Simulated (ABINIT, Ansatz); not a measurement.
# Be3N2 (R3m): G0W0 with ABINIT, start to end, part 3 of 3

How does a plane-wave GW calculation on Be3N2 (R3m) run from the first input to the gap?

ABINIT 10.8.3; LDA and many-body steps on it, plane waves. Known limits of the many-body steps: not at the basis limit.

So far. Step 4 (Empty states on the mesh, 4×4×4 mesh, 120 bands): On this mesh the gap is 2.731 eV. Step 5 (Screening, 4×4×4 mesh, 112 bands, screening to 217.7 eV): Local fields lower ε∞ by 8 %.

## Step 6: Self-energy, 4×4×4 mesh, 112 bands, screening to 217.7 eV

The self-energy is evaluated for the states that the input lists, and the levels follow from it, in one-shot runs by the linearised quasiparticle equation.

This step: G0W0 on LDA, plane waves, norm-conserving pseudopotentials.

The input, run.abi:

```
acell 3*1.0 Angstrom
rprim 
  1.419805055509 0.819724830995 4.866215662800
  -1.419805055509 0.819724830995 4.866215662800
  -0.000000000000 -1.639449661990 4.866215662800
ntypat 2
znucl 4 7
natom 5
typat 1 1 1 2 2
xred 
  0.859001080000 0.859001080000 0.859001080000
  0.317694560000 0.317694560000 0.317694560000
  0.088806770000 0.088806770000 0.088806770000
  0.204162680000 0.204162680000 0.204162680000
  0.708434910000 0.708434910000 0.708434910000
pp_dirpath "pseudos"
pseudos "Be.upf, N.upf"
ecut 38
ngkpt 4 4 4
nshiftk 1
shiftk 0 0 0
kptopt 1
chksymbreak 0
istwfk *1
occopt 1
irdwfk 1
optdriver 4
nband 112
gwcalctyp 0
ecutsigx 38
symsigma 1
nkptgw 2
kptgw 
  0.0000000000 0.0000000000 0.0000000000
  0.5000000000 0.5000000000 0.0000000000
bdgw 
  10 13
  10 13
ecuteps 8
irdscr 1
ppmodel 1
indata_prefix "in"
outdata_prefix "out"
tmpdata_prefix "tmp"
```

Started as:

```console
> OMP_NUM_THREADS=1 mpirun -n 4 abinit run.abi > log
```

Numbers of over 12 decimals in the logs are rounded to 6 here.

Log:

```text
.Version 10.8.3 of ABINIT. v10.8.2 released Aug 2026.

 Symmetries : space group R3 m (#160); Bravais hR (rhombohedral)
[... echo of the input left out ...]
== DATASET  1 ==================================================================
-   mpi_nproc: 4, omp_nthreads: 1 (-1 if OMP is not activated)

--- !DatasetInfo
iteration_state: {dtset: 1, }
dimensions: {natom: 5, nkpt: 13, mband: 112, nsppol: 1, nspinor: 1, nspden: 1, mpw: 2590, }
cutoff_energies: {ecut:  38.0, pawecutdg:  -1.0, }
electrons: {nelect:   2.20000000E+01, charge:   0.00000000E+00, occopt:   1.00000000E+00, tsmear:   1.00000000E-02, }

 SIGMA: Calculation of the GW corrections

 Based on a program developped by R.W. Godby, V. Olevano, G. Onida, and L. Reining.
 Incorporated in ABINIT by V. Olevano, G.-M. Rignanese, and M. Torrent.
.Using double precision arithmetic ; gwpc =  8

[... cell and pseudopotentials left out ...]
--------------------------------------------------------------------------------

 ==== K-mesh for the wavefunctions ====
 Number of points in the irreducible wedge :    13
[... list of points left out ...]
 Together with  6 symmetry operations and time-reversal symmetry
 yields    64 points in the full Brillouin Zone.

 ==== Q-mesh for screening function ====
 Number of points in the irreducible wedge :    13
[... list of points left out ...]
 Together with  6 symmetry operations and time-reversal symmetry
 yields    64 points in the full Brillouin Zone.

 vcoul_init : cutoff-mode = AUXILIARY_FUNCTION
 q-points for optical limit:   1
     1)      0.000010    0.000020    0.000030
 setmesh: FFT mesh size selected  =    54x   54x   54
          total number of points  =       157464

 Number of electrons calculated from density =   22.0000; Expected =   22.0000
 average of density, n =  0.095937
 r_s =    1.3551
 omega_plasma =   29.8778 [eV]

 === KS Band Gaps ===
  >>>> For spin  1
   Minimum direct gap =   3.7920 [eV], located at k-point      :   0.5000  0.5000  0.0000
   Fundamental gap    =   2.7311 [eV], Top of valence bands at :   0.0000  0.0000  0.0000
                                       Bottom of conduction at :   0.5000  0.5000  0.0000
 SIGMA fundamental parameters:
 PLASMON POLE MODEL  1
 number of plane-waves for SigmaX                 2557
 number of plane-waves for SigmaC and W            239
 number of plane-waves for wavefunctions          2557
 number of bands                                   112
 number of independent spin polarizations            1
 number of spinorial components                      1
 number of k-points in IBZ                          13
 number of q-points in IBZ                          13
 number of symmetry operations                       6
 number of k-points in BZ                           64
 number of q-points in BZ                           64
 number of frequencies for dSigma/dE                 9
 frequency step for dSigma/dE [eV]                0.25
 number of omega for Sigma on real axis              0
 max omega for Sigma on real axis  [eV]           0.00
 zcut for avoiding poles [eV]                     0.10

 EPSILON^-1 parameters (SCR file):
 dimension of the eps^-1 matrix on file            239
 dimension of the eps^-1 matrix used               239
 number of plane-waves for wavefunctions          2557
 number of bands                                   112
 number of q-points in IBZ                          13
 number of frequencies                               2
 number of real frequencies                          1
 number of imag frequencies                          1

 matrix elements of self-energy operator (all in [eV])

 Perturbative Calculation

--- !SelfEnergy_ee
iteration_state: {dtset: 1, }
kpoint     : [   0.000,    0.000,    0.000, ]
spin       : 1
KS_gap     :    6.136
QP_gap     :    7.788
Delta_QP_KS:    1.652
data: !SigmaeeData |
     Band     E0 <VxcDFT>   SigX SigC(E0)      Z dSigC/dE  Sig(E)    E-E0       E
       10   5.933 -17.556 -21.694   3.146   0.803  -0.245 -18.353  -0.797   5.136
       11   5.933 -17.556 -21.694   3.146   0.803  -0.245 -18.353  -0.797   5.136
       12  12.069 -13.924  -8.230  -4.649   0.819  -0.222 -13.069   0.855  12.924
       13  13.753 -13.224  -6.984  -4.838   0.829  -0.207 -12.062   1.162  14.915

--- !SelfEnergy_ee
iteration_state: {dtset: 1, }
kpoint     : [   0.500,    0.500,    0.000, ]
spin       : 1
KS_gap     :    3.792
QP_gap     :    5.353
Delta_QP_KS:    1.561
data: !SigmaeeData |
     Band     E0 <VxcDFT>   SigX SigC(E0)      Z dSigC/dE  Sig(E)    E-E0       E
       10   4.591 -16.867 -21.327   3.347   0.801  -0.248 -17.758  -0.891   3.700
       11   4.872 -16.774 -20.801   3.038   0.802  -0.247 -17.568  -0.793   4.079
       12   8.664 -11.330  -6.467  -3.951   0.842  -0.188 -10.563   0.768   9.432
       13  13.575 -11.850  -5.860  -4.686   0.839  -0.191 -10.756   1.095  14.670

== END DATASET(S) ==============================================================
================================================================================

 -outvars: echo values of variables after computation  --------
           etotal      0.0000000000E+00
            nband         112
             nkpt          13
          spgroup         160
 [... the other variables as echoed above ...]

 Calculation completed.
```

It took 14 s on 4 MPI ranks of Arm Neoverse V2, shared host; peak memory 2 GiB; 55 s of CPU time.

This step gave:

```
G0W0 gap on the points computed              : 4.296 eV
starting gap on the mesh                     : 2.731 eV
k of the valence top                         : 0, 0, 0
k of the conduction bottom                   : 0.5, 0.5, 0
Z at the valence top                         : 0.803
Z at the conduction bottom                   : 0.842
least direct G0W0 gap on the computed points : 5.353 eV
```

The gap on the mesh goes from 2.73 eV to 4.30 eV, a correction of +1.56 eV.

Limits: finite bands, cutoff and mesh. v1 is the top filled band, c1 the lowest empty one. The levels before and after the correction (eV, zero at the valence-band top of each column):

|  | conduction bottom | valence top |
| --- | --- | --- |
| Kohn-Sham | 2.73 | 0.00 |
| G0W0 | 4.30 | 0.00 |

|  | level | energy (eV) |
| --- | --- | --- |
| Kohn-Sham | Γ v2-v1 | 0.000 |
| Kohn-Sham | Γ c1 | 6.136 |
| Kohn-Sham | Γ c2 | 7.820 |
| Kohn-Sham | (0.5 0.5 0) v2 | -1.342 |
| Kohn-Sham | (0.5 0.5 0) v1 | -1.061 |
| Kohn-Sham | (0.5 0.5 0) c1 | 2.731 |
| Kohn-Sham | (0.5 0.5 0) c2 | 7.642 |
| G0W0 | Γ v2-v1 | 0.000 |
| G0W0 | Γ c1 | 7.788 |
| G0W0 | Γ c2 | 9.779 |
| G0W0 | (0.5 0.5 0) v2 | -1.436 |
| G0W0 | (0.5 0.5 0) v1 | -1.057 |
| G0W0 | (0.5 0.5 0) c1 | 4.296 |
| G0W0 | (0.5 0.5 0) c2 | 9.534 |

## Step 7: Where the time went

Times are wall times on 4 MPI ranks of Arm Neoverse V2, shared host, good to a factor of about two.

| step | time | share | memory (GiB) |
| --- | --- | --- | --- |
| ground state | 47 s | 18 % | 0.44 |
| bands along the symmetry lines | 19 s | 8 % | 0.34 |
| empty states on the mesh | 58 s | 23 % | 1.7 |
| screening | 2 min | 46 % | 2.3 |
| self-energy | 14 s | 5 % | 2.0 |

## Step 8: What came out

| Quantity | Value |
| --- | --- |
| LDA gap | 2.73 eV, indirect |
| G0W0 gap on the mesh | 4.30 eV |
| GW settings | 4×4×4 mesh, 112 bands, screening to 217.7 eV, Godby-Needs plasmon pole |
| known limits | not at the basis limit |

**Reading.** G0W0 moves the gap on the mesh from 2.73 eV to 4.30 eV (+1.56 eV), with Z of 0.80 and 0.84 at the edges. Local fields lower the RPA ε∞ on this mesh from 5.19 to 4.76. Only 2 of the mesh's irreducible points were corrected, so a valley elsewhere could overtake. The dearest step here is «screening». Bands and cutoff are finite, so the gap is not at the basis limit. The miss can reach some tenths of an eV and take either sign; the mesh is an error of its own. In the G0W0 run levels were corrected at 2 k points alone, so a gap called «on the mesh» is the least over those, and an edge elsewhere would be missed.

[Paths, hosts, dates, memory and timing lines, banners, echoed tables and standing remarks are left out of the program output.]

[Logs are printed without paths, hosts, clocks, repeated set-up lines and the standing remarks that a program may print on its own settings, such as how far it seeks lower states.]

[Runs of the session that timed out or met a known fault of the program may be left out.]

[Hosts, paths, dates, database ids (printed as entryN), source tags and the programs' standing remarks are cut or masked in the printed files.]

[G0W0 gaps are taken among the corrected bands and points alone; a level outside them can change the order at an edge.]

[Where Ansatz stands beside ABINIT at settings called matched, ABINIT's density can come from a denser mesh and the files from another edition; pairs whose starting gaps differed by over 0.03 eV were left out, so agreement reads better than it is.]
